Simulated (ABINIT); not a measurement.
## AlN (P6_3mc): G0W0 with ABINIT, start to end

Wanted: ground state, empty states, screening and self-energy for AlN (P6_3mc).

Program: ABINIT 10.8.3. Level of theory: PBE and many-body steps on it, plane waves. Results are calculated unless marked as measured.

Report form: the programs' logs are mostly left out.

The database entry behind the starting cell differs from later determinations by our own check (inner coordinate u about 0.002 short), so it need not match the best structure at ambient conditions.

## Step 1: The structure

Symmetry: P6_3mc, No. 186, hexagonal system. The conventional cell has a = 3.113 Å, b = 3.113 Å, c = 4.981 Å, α = 90.00°, β = 90.00°, γ = 120.00°. Nearest to Al lie 4 N at 1.89 Å. Nearest to N lie 4 Al at 1.89 Å. Farther neighbours and most contacts between anions are not listed.

The cell and positions come from the Crystallography Open Database and are kept as given unless a step says otherwise.

## Step 2: Ground state

This step: ABINIT 10.8.3; DFT, PBE, plane waves, norm-conserving pseudopotentials.

The ground-state density comes first.

run.abi

```
acell 3*1.0 Angstrom
rprim 
  3.113000000011 -0.000000000003 0.000000000000
  -1.556500000003 2.695937081992 0.000000000000
  0.000000000000 0.000000000000 4.981000000000
ntypat 2
znucl 13 7
natom 4
typat 1 1 2 2
xred 
  0.333333333333 0.666666666667 0.000000000000
  0.666666666667 0.333333333333 0.500000000000
  0.333333333333 0.666666666667 0.380000000000
  0.666666666667 0.333333333333 0.880000000000
pp_dirpath "pseudos"
pseudos "Al.upf, N.upf"
ecut 36
ngkpt 6 6 4
nshiftk 1
shiftk 0 0 0
kptopt 1
chksymbreak 0
nband 14
occopt 1
tolvrs 1e-10
nstep 60
prtwf 0
optforces 0
optstress 0
indata_prefix "in"
outdata_prefix "out"
tmpdata_prefix "tmp"
```

Run with:

```console
$ OMP_NUM_THREADS=1 mpirun -n 8 abinit run.abi > log
```

The job ended after 5.4 s (8 MPI ranks of Arm Neoverse V1, shared host; peak memory 0.53 GiB).

Numbers from this step:

| Item | Value |
| --- | --- |
| total energy | -696.2874 eV |
| gap | 4.220 eV |
| k of the valence top | 0, 0, 0 |
| k of the conduction bottom | 0, 0, 0 |
| least direct gap | 4.220 eV |

The gap is direct, at Γ.

## Step 3: Bands along the symmetry lines

The cheap functional maps the bands first; the places of the edges decide which points the dearer methods must see.

run.abi

```
acell 3*1.0 Angstrom
rprim 
  3.113000000011 -0.000000000003 0.000000000000
  -1.556500000003 2.695937081992 0.000000000000
  0.000000000000 0.000000000000 4.981000000000
ntypat 2
znucl 13 7
natom 4
typat 1 1 2 2
xred 
  0.333333333333 0.666666666667 0.000000000000
  0.666666666667 0.333333333333 0.500000000000
  0.333333333333 0.666666666667 0.380000000000
  0.666666666667 0.333333333333 0.880000000000
pp_dirpath "pseudos"
pseudos "Al.upf, N.upf"
ecut 36
iscf -2
irdden 1
kptopt 0
nkpt 75
kpt 
  0.00000000 0.00000000 0.00000000
  0.06250000 0.00000000 0.00000000
  0.12500000 0.00000000 0.00000000
  0.18750000 0.00000000 0.00000000
  0.25000000 0.00000000 0.00000000
  0.31250000 0.00000000 0.00000000
  0.37500000 0.00000000 0.00000000
  0.43750000 0.00000000 0.00000000
  0.50000000 0.00000000 0.00000000
  0.47916667 0.04166667 0.00000000
  0.45833333 0.08333333 0.00000000
  0.43750000 0.12500000 0.00000000
  0.41666666 0.16666666 0.00000000
  0.39583333 0.20833333 0.00000000
  0.37500000 0.25000000 0.00000000
  0.35416666 0.29166666 0.00000000
  0.33333333 0.33333333 0.00000000
  0.29166666 0.29166666 0.00000000
  0.25000000 0.25000000 0.00000000
  0.20833333 0.20833333 0.00000000
  0.16666666 0.16666666 0.00000000
  0.12500000 0.12500000 0.00000000
  0.08333333 0.08333333 0.00000000
  0.04166667 0.04166667 0.00000000
  0.00000000 0.00000000 0.00000000
  0.00000000 0.00000000 0.06250000
  0.00000000 0.00000000 0.12500000
  0.00000000 0.00000000 0.18750000
  0.00000000 0.00000000 0.25000000
  0.00000000 0.00000000 0.31250000
  0.00000000 0.00000000 0.37500000
  0.00000000 0.00000000 0.43750000
  0.00000000 0.00000000 0.50000000
  0.06250000 0.00000000 0.50000000
  0.12500000 0.00000000 0.50000000
  0.18750000 0.00000000 0.50000000
  0.25000000 0.00000000 0.50000000
  0.31250000 0.00000000 0.50000000
  0.37500000 0.00000000 0.50000000
  0.43750000 0.00000000 0.50000000
  0.50000000 0.00000000 0.50000000
  0.47916667 0.04166667 0.50000000
  0.45833333 0.08333333 0.50000000
  0.43750000 0.12500000 0.50000000
  0.41666666 0.16666666 0.50000000
  0.39583333 0.20833333 0.50000000
  0.37500000 0.25000000 0.50000000
  0.35416666 0.29166666 0.50000000
  0.33333333 0.33333333 0.50000000
  0.29166666 0.29166666 0.50000000
  0.25000000 0.25000000 0.50000000
  0.20833333 0.20833333 0.50000000
  0.16666666 0.16666666 0.50000000
  0.12500000 0.12500000 0.50000000
  0.08333333 0.08333333 0.50000000
  0.04166667 0.04166667 0.50000000
  0.00000000 0.00000000 0.50000000
  0.50000000 0.00000000 0.50000000
  0.50000000 0.00000000 0.43750000
  0.50000000 0.00000000 0.37500000
  0.50000000 0.00000000 0.31250000
  0.50000000 0.00000000 0.25000000
  0.50000000 0.00000000 0.18750000
  0.50000000 0.00000000 0.12500000
  0.50000000 0.00000000 0.06250000
  0.50000000 0.00000000 0.00000000
  0.33333333 0.33333333 0.50000000
  0.33333333 0.33333333 0.43750000
  0.33333333 0.33333333 0.37500000
  0.33333333 0.33333333 0.31250000
  0.33333333 0.33333333 0.25000000
  0.33333333 0.33333333 0.18750000
  0.33333333 0.33333333 0.12500000
  0.33333333 0.33333333 0.06250000
  0.33333333 0.33333333 0.00000000
istwfk *1
nband 15
nbdbuf 2
tolwfr 1e-08
nstep 40
prtwf 0
prtvol 0
indata_prefix "in"
outdata_prefix "out"
tmpdata_prefix "tmp"
```

Elapsed: 7.4 s, on 8 MPI ranks; peak memory 0.51 GiB.

Numbers from this step:

```yaml
gap: 4.220 eV
k_of_the_valence_top: 0, 0, 0
k_of_the_conduction_bottom: 0, 0, 0
least_direct_gap: 4.220 eV
```

The gap is 4.220 eV, as in the run before at this level.

The electronic bands at the labelled points (eV, zero at the top of the highest filled band; v1 is the highest filled band, c1 the lowest empty one):

```
    point     v4     v3     v2     v1    c1    c2     c3     c4
        Γ  -0.83  -0.18  -0.18   0.00  4.22  6.68  10.59  11.19
  halfway  -2.43  -1.54  -0.44  -0.38  6.21  7.63   8.10  10.04
        M  -3.33  -2.06  -1.77  -0.66  5.83  5.84   8.21  10.30
  halfway  -3.07  -2.97  -1.86  -1.49  5.54  7.17   8.88  10.08
        K  -3.75  -2.42  -2.37  -2.37  5.07  8.38   9.70   9.70
  halfway  -3.35  -1.67  -0.86  -0.59  6.85  7.48   8.57   9.14
        Γ  -0.83  -0.18  -0.18   0.00  4.22  6.68  10.59  11.19
  halfway  -0.74  -0.74  -0.28  -0.28  5.17  6.79  10.27  11.16
        A  -0.51  -0.51  -0.51  -0.51  6.47  6.47  10.35  10.35
  halfway  -1.58  -1.58  -1.01  -1.01  6.55  6.55   9.52   9.52
        L  -1.44  -1.44  -1.35  -1.35  5.34  5.34   9.32   9.32
  halfway  -2.72  -2.72  -0.92  -0.92  6.19  6.19   9.25   9.25
        H  -3.83  -3.83  -0.78  -0.78  7.44  7.44   7.88   7.88
  halfway  -1.80  -1.80  -1.20  -1.20  6.74  6.74   9.49   9.49
        A  -0.51  -0.51  -0.51  -0.51  6.47  6.47  10.35  10.35
jump to L  -1.44  -1.44  -1.35  -1.35  5.34  5.34   9.32   9.32
  halfway  -2.55  -1.89  -1.19  -0.91  5.09  5.93   9.37   9.47
        M  -3.33  -2.06  -1.77  -0.66  5.83  5.84   8.21  10.30
jump to H  -3.83  -3.83  -0.78  -0.78  7.44  7.44   7.88   7.88
  halfway  -4.41  -2.91  -1.46  -1.46  5.91  8.23   8.70   8.70
        K  -3.75  -2.42  -2.37  -2.37  5.07  8.38   9.70   9.70
```

## Step 4: Empty states on the mesh, 6×6×4 mesh, 110 bands

The sums over transitions need many empty states on a uniform mesh; this step solves for them.

run.abi

```
acell 3*1.0 Angstrom
rprim 
  3.113000000011 -0.000000000003 0.000000000000
  -1.556500000003 2.695937081992 0.000000000000
  0.000000000000 0.000000000000 4.981000000000
ntypat 2
znucl 13 7
natom 4
typat 1 1 2 2
xred 
  0.333333333333 0.666666666667 0.000000000000
  0.666666666667 0.333333333333 0.500000000000
  0.333333333333 0.666666666667 0.380000000000
  0.666666666667 0.333333333333 0.880000000000
pp_dirpath "pseudos"
pseudos "Al.upf, N.upf"
ecut 36
ngkpt 6 6 4
nshiftk 1
shiftk 0 0 0
kptopt 1
chksymbreak 0
irdden 1
istwfk *1
nband 110
prtvol 0
optdriver 6
gwr_task "HDIAGO"
paral_kgb 0
occopt 1
indata_prefix "in"
outdata_prefix "out"
tmpdata_prefix "tmp"
```

The job ended after 54 s (8 MPI ranks; peak memory 4.1 GiB).

Numbers from this step:

```yaml
gap: 4.220 eV
k_of_the_valence_top: 0, 0, 0
k_of_the_conduction_bottom: 0, 0, 0
least_direct_gap: 4.220 eV
k_points_computed: 21
lowest_point_of_the_top_converged_band_above_the_valence_top: 84.0306 eV
```

On this mesh the gap is 4.220 eV.

## Step 5: Screening, 6×6×4 mesh, 102 bands, screening to 163.3 eV

The RPA dielectric matrix is built and inverted for each q.

This step: RPA screening on PBE, plane waves, norm-conserving pseudopotentials.

run.abi: that of step 4 with these lines changed.

```diff
@@ -22,10 +22,11 @@
 chksymbreak 0
-irdden 1
 istwfk *1
-nband 110
-prtvol 0
-optdriver 6
-gwr_task "HDIAGO"
-paral_kgb 0
 occopt 1
+irdwfk 1
+optdriver 3
+nband 102
+ecuteps 6
+inclvkb 2
+awtr 1
+symchi 1
 indata_prefix "in"
```

The job ended after 48 s (8 MPI ranks; peak memory 1.6 GiB).

This step gave:

```yaml
eps_infinity_with_local_fields_on_this_mesh_along_the_program_s_q_direction: 4.215
the_same_without_local_fields: 4.641
plasma_frequency: 22.97 eV
plane_waves_in_the_screening_matrix: 197
```

Local fields lower ε∞ by 9 %.

## Step 6: Self-energy, 6×6×4 mesh, 102 bands, screening to 163.3 eV

The self-energy is evaluated for the states that the input lists, and the levels follow from it, in one-shot runs by the linearised quasiparticle equation.

This step: G0W0 on PBE, plane waves, norm-conserving pseudopotentials.

run.abi: that of step 5 with these lines changed.

```diff
@@ -25,8 +25,15 @@
 irdwfk 1
-optdriver 3
+optdriver 4
 nband 102
+gwcalctyp 0
+ecutsigx 36
+symsigma 1
+nkptgw 1
+kptgw 
+  0.0000000000 0.0000000000 0.0000000000
+bdgw 
+  6 10
 ecuteps 6
-inclvkb 2
-awtr 1
-symchi 1
+irdscr 1
+ppmodel 1
 indata_prefix "in"
```

The job ended after 5.1 s (8 MPI ranks; peak memory 1.2 GiB).

Numbers from this step:

| Property | Result |
| --- | --- |
| G0W0 gap on the points computed | 5.552 eV |
| starting gap on the mesh | 4.220 eV |
| k of the valence top | 0, 0, 0 |
| k of the conduction bottom | 0, 0, 0 |
| Z at the valence top | 0.789 |
| Z at the conduction bottom | 0.819 |
| least direct G0W0 gap on the computed points | 5.552 eV |

The gap on the mesh goes from 4.22 eV to 5.55 eV, a correction of +1.33 eV.

Limits: finite bands, cutoff and mesh. v1 is the top filled band, c1 the lowest empty one. The levels before and after the correction (eV, zero at the valence-band top of each column):

```
           conduction bottom  valence top
Kohn-Sham               4.22         0.00
     G0W0               5.55         0.00
```

```
             level  energy (eV)
Kohn-Sham  Γ v3-v2       -0.180
Kohn-Sham     Γ v1        0.000
Kohn-Sham     Γ c1        4.221
Kohn-Sham     Γ c2        6.676
     G0W0  Γ v3-v2       -0.210
     G0W0     Γ v1        0.000
     G0W0     Γ c1        5.552
     G0W0     Γ c2        8.023
```

## Step 7: Where the time went

Times are wall times on 8 MPI ranks of Arm Neoverse V1, shared host, good to a factor of about two.

```
                          step   time  share  memory (GiB)
                  ground state  5.4 s    4 %          0.53
bands along the symmetry lines  7.4 s    6 %          0.51
      empty states on the mesh   54 s   45 %           4.1
                     screening   48 s   40 %           1.6
                   self-energy  5.1 s    4 %           1.2
```

## Step 8: Summary of results

```
PBE gap              : 4.22 eV, direct
G0W0 gap on the mesh : 5.55 eV
GW settings          : 6×6×4 mesh, 102 bands, screening to 163.3 eV, Godby-Needs plasmon pole
known limits         : not at the basis limit
```

In words: G0W0 moves the gap on the mesh from 4.22 eV to 5.55 eV (+1.33 eV), with Z of 0.79 and 0.82 at the edges. Local fields lower the RPA ε∞ on this mesh from 4.64 to 4.22. Only 1 of the mesh's irreducible points was corrected, so a valley elsewhere could overtake. Bands and cutoff are finite, so the gap is not at the basis limit. The miss can reach some tenths of an eV and take either sign; the mesh is an error of its own. In the G0W0 run levels were corrected at 1 k point alone, so a gap called «on the mesh» is the least over those, and an edge elsewhere would be missed.

[Paths, hosts, dates, memory and timing lines, banners, echoed tables and standing remarks are left out of the program output.]

[Logs are printed without paths, hosts, clocks, repeated set-up lines and the standing remarks that a program may print on its own settings, such as how far it seeks lower states.]

[Runs of the session that timed out or met a known fault of the program may be left out.]

[Hosts, paths, dates, database ids (printed as entryN), source tags and the programs' standing remarks are cut or masked in the printed files.]

[G0W0 gaps are taken among the corrected bands and points alone; a level outside them can change the order at an edge.]

[Where Ansatz stands beside ABINIT at settings called matched, ABINIT's density can come from a denser mesh and the files from another edition; pairs whose starting gaps differed by over 0.03 eV were left out, so agreement reads better than it is.]
